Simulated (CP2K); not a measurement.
Hydroxyacetaldehyde has these distinct O atoms: O1 (bonded to C) and O4 (bonded to C and H).

```xyz
8

O    -1.9116    0.4439   -0.3756
C    -1.0001   -0.1865    0.1331
C     0.4132    0.3437    0.2759
O     1.3093   -0.5696   -0.3767
H    -1.1400   -1.2438    0.4687
H     0.7072    0.3558    1.3362
H     0.4755    1.3659   -0.1276
H     1.1465   -0.5095   -1.3341
```

Their partial O K spectra (CP2K XAS_TDP, all-electron GAPW, PBEh(45%), aug-cc-pVDZ, TDA, GW2X-corrected core level, no relativity) are given in random order, each times the number of alike atoms.

Gaussian full width 0.5 eV, oscillator strength per eV, alike atoms added, rows of zeros left out:

```
E (eV)  curve 1  curve 2
530.75    0.002    0.000
531.00    0.024    0.000
531.25    0.080    0.000
531.50    0.067    0.000
531.75    0.014    0.000
532.00    0.001    0.000
534.75    0.000    0.002
535.00    0.000    0.014
535.25    0.000    0.027
535.50    0.000    0.013
535.75    0.000    0.002
536.00    0.000    0.010
536.25    0.000    0.039
536.50    0.000    0.038
536.75    0.001    0.010
537.00    0.001    0.001
537.25    0.001    0.000
537.50    0.001    0.001
537.75    0.002    0.006
538.00    0.002    0.020
538.25    0.003    0.027
538.50    0.006    0.015
538.75    0.006    0.013
539.00    0.009    0.024
539.25    0.009    0.016
539.50    0.004    0.012
539.75    0.004    0.021
540.00    0.006    0.018
540.25    0.007    0.016
540.50    0.012    0.017
540.75    0.019    0.010
541.00    0.015    0.006
541.25    0.009    0.005
541.50    0.009    0.006
541.75    0.010    0.007
542.00    0.011    0.006
542.25    0.009    0.005
542.50    0.007    0.006
542.75    0.011    0.009
543.00    0.016    0.006
543.25    0.012    0.004
543.50    0.008    0.004
543.75    0.005    0.004
544.00    0.003    0.002
544.25    0.000    0.002
544.50    0.001    0.005
544.75    0.004    0.008
545.00    0.009    0.007
545.25    0.017    0.003
```

**Question.** Which curve belongs to which atom?

Curve 1: O1 (bonded to C), leading line at 531.35 eV (f = 0.047 an atom), ionisation energy 538.61 eV, term value 7.26 eV. Curve 2: O4 (bonded to C and H), leading line at 535.25 eV (f = 0.014 an atom), ionisation energy 539.31 eV, term value 4.06 eV. The leading line of an atom is its first one with 35 % of the strongest within 2.5 eV of its lowest line over the strength cut. A line lies at the core ionisation energy, which rises as an atom loses charge to its neighbours or to a π system, less the term value, which is large for a low π* or σ* orbital with weight on that atom.

[Banner, clock and machine lines of the logs are left out without a mark of their own.]

[Logs are printed without paths, hosts, clocks, repeated set-up lines and the standing remarks that a program may print on its own settings, such as how far it seeks lower states.]

[Hosts, paths, dates, database ids (printed as entryN), source tags and the programs' standing remarks are cut or masked in the printed files.]
